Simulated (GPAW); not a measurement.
# Screening of a field by Mo2CO2 MXene monolayer, part 2 of 2

Aim: the dipole that a field along the normal induces in Mo2CO2 MXene monolayer.

GPAW 26.7.0; GPAW, PAW setups; layer in a repeated cell with vacuum, relaxation of atoms and in-plane cell (the session's first sound run).

So far. Step 5 (In a field): The dipole is now -0.0249 e Å, against -5.4e-4 in the run without a field.

## Step 8: Field on

Level of this step: GPAW, PAW setups; slab in vacuum (GPAW).

File run.py:

```python
import json
import numpy as np
from ase import Atoms
from gpaw import GPAW, PW
from gpaw.external import ConstantElectricField

slab = Atoms(
    ['O', 'Mo', 'C', 'Mo', 'O'],
    positions=[
        [-0.00000, 1.77363, 9.00000],
        [1.53601, 0.88682, 10.12546],
        [-0.00000, 0.00000, 11.25008],
        [-0.00000, 1.77363, 12.37470],
        [1.53601, 0.88682, 13.50016]],
    cell=[[3.07202, 0.0, 0.0], [-1.53601, 2.66044, 0.0], [0.0, 0.0, 22.5002]],
    pbc=[True, True, False])

slab.calc = GPAW(mode=PW(500), xc='PBE', kpts={'size': (12, 12, 1), 'gamma': True},
                 occupations={'name': 'fermi-dirac', 'width': 0.05}, nbands='160%',
                 convergence={'density': 1e-05}, maxiter=200,
                 poissonsolver={'dipolelayer': 'xy'},
                 external=ConstantElectricField(0.1, [0, 0, 1]),
                 symmetry={'tolerance': 1e-3}, txt='slab.txt')
result = {}
energy = slab.get_potential_energy()
fermi = slab.calc.get_fermi_level()
v = slab.calc.get_electrostatic_potential().mean((0, 1)) - fermi
n = slab.calc.get_pseudo_density().mean((0, 1))
L = slab.cell[2, 2]
z = np.arange(len(v)) * L / len(v)
low, high = slab.positions[:, 2].min(), slab.positions[:, 2].max()
below, above = np.interp([low - 6.8, high + 6.8], z, v)
slopes = [np.interp(x, z, np.gradient(v, z)) for x in (low - 6.8, high + 6.8)]
eps = np.array([[slab.calc.get_eigenvalues(k, s) for k in range(len(slab.calc.get_ibz_k_points()))]
                for s in range(slab.calc.get_number_of_spins())]) - fermi
top, bottom = eps[eps < 0].max(), eps[eps > 0].min()
dipole = slab.get_dipole_moment()[2]
print(f'energy {energy:.4f} eV, Fermi level {fermi:.4f} eV, dipole {dipole:.5f} e A')
print(f'potential 6.8 A off the faces, from the Fermi level: lower {below:.4f} eV, upper {above:.4f} eV')
print(f'slope of the potential there: lower {slopes[0]:.5f}, upper {slopes[1]:.5f} eV/A')
print(f'nearest levels on the mesh: {top:.4f} and {bottom:.4f} eV')
print('magnetic moment', round(slab.get_magnetic_moment(), 3))
result.update(energy=energy, fermi=fermi, dipole=dipole, below=below, above=above, slopes=slopes, edges=[top, bottom],
              z=z.tolist(), v=v.tolist(), n=n.tolist(), positions=slab.positions.tolist(),
              forces=slab.get_forces(apply_constraint=False).tolist(), moments=slab.get_magnetic_moments().tolist())
json.dump(result, open('result.json', 'w'))
```

Started as:

```bash
> OMP_NUM_THREADS=1 OPENBLAS_NUM_THREADS=1 python run.py
```

The log of the run:

```text
energy -45.8187 eV, Fermi level -1.3327 eV, dipole 0.02491 e A
potential 6.8 A off the faces, from the Fermi level: lower 6.6265 eV, upper 6.0750 eV
slope of the potential there: lower -0.00083, upper 0.00083 eV/A
nearest levels on the mesh: -0.1321 and 0.0319 eV
magnetic moment 0.0
```

The job ended after 3.6 min (1 thread of Arm Neoverse V1, shared host; peak memory 0.53 GiB).

Electrostatic potential energy of an electron (without an applied field's), less the Fermi level, planar mean against z:

| z (Å) | electrostatic potential energy of an electron (without an applied field's), less the Fermi level, planar mean (eV) |
| --- | --- |
| 0.0 | 6.35 |
| 0.5 | 6.63 |
| 1.0 | 6.63 |
| 1.5 | 6.63 |
| 2.0 | 6.63 |
| 2.5 | 6.63 |
| 3.0 | 6.63 |
| 3.5 | 6.63 |
| 4.0 | 6.63 |
| 4.5 | 6.63 |
| 5.0 | 6.62 |
| 5.5 | 6.62 |
| 6.0 | 6.62 |
| 6.5 | 6.62 |
| 7.0 | 6.60 |
| 7.5 | 6.51 |
| 8.0 | 5.96 |
| 8.5 | 2.28 |
| 9.0 | -10.8 |
| 9.5 | -10.6 |
| 10.0 | -24.2 |
| 10.5 | -18.1 |
| 11.0 | -12.2 |
| 11.5 | -12.2 |
| 12.0 | -18.3 |
| 12.5 | -24.4 |
| 13.0 | -11.0 |
| 13.5 | -11.2 |
| 14.0 | 1.78 |
| 14.5 | 5.43 |
| 15.0 | 5.97 |
| 15.5 | 6.05 |
| 16.0 | 6.07 |
| 16.5 | 6.07 |
| 17.0 | 6.07 |
| 17.5 | 6.07 |
| 18.0 | 6.07 |
| 18.5 | 6.07 |
| 19.0 | 6.07 |
| 19.5 | 6.07 |
| 20.0 | 6.07 |
| 20.5 | 6.08 |
| 21.0 | 6.08 |
| 21.5 | 6.08 |
| 22.0 | 6.08 |

The dipole is now 0.0249 e Å, against -5.4e-4 in the run without a field.

## Step 9: Field on

run.py: that of step 8 with these lines changed.

```diff
@@ -21,3 +21,3 @@
                  poissonsolver={'dipolelayer': 'xy'},
-                 external=ConstantElectricField(0.1, [0, 0, 1]),
+                 external=ConstantElectricField(0.2, [0, 0, 1]),
                  symmetry={'tolerance': 1e-3}, txt='slab.txt')
```

The log of the run:

```text
energy -45.8225 eV, Fermi level -1.3333 eV, dipole 0.04981 e A
potential 6.8 A off the faces, from the Fermi level: lower 6.9030 eV, upper 5.8003 eV
slope of the potential there: lower -0.00083, upper 0.00083 eV/A
nearest levels on the mesh: -0.1322 and 0.0319 eV
magnetic moment 0.0
```

Run time: 3.6 min. Hardware: 1 thread; peak memory 0.54 GiB.

Electrostatic potential energy of an electron (without an applied field's), less the Fermi level, planar mean against z:

| z (Å) | electrostatic potential energy of an electron (without an applied field's), less the Fermi level, planar mean (eV) |
| --- | --- |
| 0 | 6.35 |
| 1 | 6.90 |
| 2 | 6.90 |
| 3 | 6.90 |
| 4 | 6.90 |
| 5 | 6.90 |
| 6 | 6.90 |
| 7 | 6.88 |
| 8 | 6.23 |
| 9 | -10.6 |
| 10 | -24.0 |
| 11 | -12.1 |
| 12 | -18.3 |
| 13 | -11.2 |
| 14 | 1.54 |
| 15 | 5.70 |
| 16 | 5.79 |
| 17 | 5.80 |
| 18 | 5.80 |
| 19 | 5.80 |
| 20 | 5.80 |
| 21 | 5.80 |
| 22 | 5.80 |

The dipole is now 0.0498 e Å, against -5.4e-4 in the run without a field.

## Step 10: Field on

run.py: that of step 9 with these lines changed.

```diff
@@ -21,3 +21,3 @@
                  poissonsolver={'dipolelayer': 'xy'},
-                 external=ConstantElectricField(0.2, [0, 0, 1]),
+                 external=ConstantElectricField(0.3, [0, 0, 1]),
                  symmetry={'tolerance': 1e-3}, txt='slab.txt')
```

The log of the run:

```text
energy -45.8287 eV, Fermi level -1.3345 eV, dipole 0.07474 e A
potential 6.8 A off the faces, from the Fermi level: lower 7.1806 eV, upper 5.5260 eV
slope of the potential there: lower -0.00083, upper 0.00083 eV/A
nearest levels on the mesh: -0.1322 and 0.0319 eV
magnetic moment 0.0
```

Elapsed: 4 min, on 1 thread; peak memory 0.54 GiB.

The dipole is now 0.0747 e Å, against -5.4e-4 in the run without a field.

## Step 11: The series

The members are put on one axis.

This step: induced dipole against applied field (GPAW 26.7.0).

Table of dipole along the normal by field:

| field (V/Å) | dipole along the normal (e·Å) |
| --- | --- |
| -0.200 | -0.0498 |
| -0.100 | -0.0249 |
| -0.050 | -0.0125 |
| 0.000 | -5.4e-4 |
| 0.050 | 0.0125 |
| 0.100 | 0.0249 |
| 0.200 | 0.0498 |
| 0.300 | 0.0747 |

## Step 12: A changed run

One more run, with changed settings.

This step: GPAW, PAW setups; slab in vacuum (GPAW 26.7.0).

run.py: that of step 10 with these lines changed.

```diff
@@ -4,3 +4,2 @@
 from gpaw import GPAW, PW
-from gpaw.external import ConstantElectricField
 
@@ -17,7 +16,6 @@
 
-slab.calc = GPAW(mode=PW(500), xc='PBE', kpts={'size': (12, 12, 1), 'gamma': True},
+slab.calc = GPAW(mode=PW(500), xc='PBE', kpts={'size': (1, 1, 1), 'gamma': True},
                  occupations={'name': 'fermi-dirac', 'width': 0.05}, nbands='160%',
-                 convergence={'density': 1e-05}, maxiter=200,
+                 convergence={'density': 1e-05}, maxiter=75,
                  poissonsolver={'dipolelayer': 'xy'},
-                 external=ConstantElectricField(0.3, [0, 0, 1]),
                  symmetry={'tolerance': 1e-3}, txt='slab.txt')
```

The log of the run:

```text
energy -43.4352 eV, Fermi level -1.8950 eV, dipole -0.00054 e A
potential 6.8 A off the faces, from the Fermi level: lower 6.7535 eV, upper 6.7668 eV
slope of the potential there: lower -0.00081, upper 0.00081 eV/A
nearest levels on the mesh: -0.7132 and 0.6783 eV
magnetic moment 0.0
```

Wall time 5.4 s (1 thread); peak memory 0.18 GiB.

The run finished. A setting was moved off its sound value on purpose, so it serves as a test and not as the result.

The fault put into the input: one k-point (kpts = [1, 1]).

Side by side:

| quantity | this run | sound run | difference |
| --- | --- | --- | --- |
| upper work function (eV) | 6.7668 | 6.3574 | 0.409 |
| lower work function (eV) | 6.7535 | 6.3440 | 0.409 |

The two runs differ clearly in the lower work function: 6.75 eV against 6.34 eV.

## Step 13: What came out

- work function, upper and lower face: 6.357 and 6.344 eV
- dipole along the normal: -5.4e-4 e Å
- induced dipole per field: 0.249 e Å per V/Å
- out-of-plane polarisability per area, α/(ε0 A): 5.51 Å

**Reading.** The field induces 0.249 e Å per V/Å, a polarisable thickness α/(ε0 A) of 5.51 Å beside 4.50 Å between the outermost nuclei. A perfect conductor would give the distance between its two image planes; a dielectric of thickness t gives t(1 - 1/ε). The induced dipole is linear in the field over this range. The small printed dipole stands for a step of 12 meV from the lower to the upper face, and the probes find 13 meV; values this small are near the numerical noise of both. The layer's cell and atoms come from the relaxation; spin-orbit coupling and temperature are left out.

[Logs are printed without paths, hosts, clocks, repeated set-up lines and the standing remarks that a program may print on its own settings, such as how far it seeks lower states.]

[Hosts, paths, dates, database ids (printed as entryN), source tags and the programs' standing remarks are cut or masked in the printed files.]
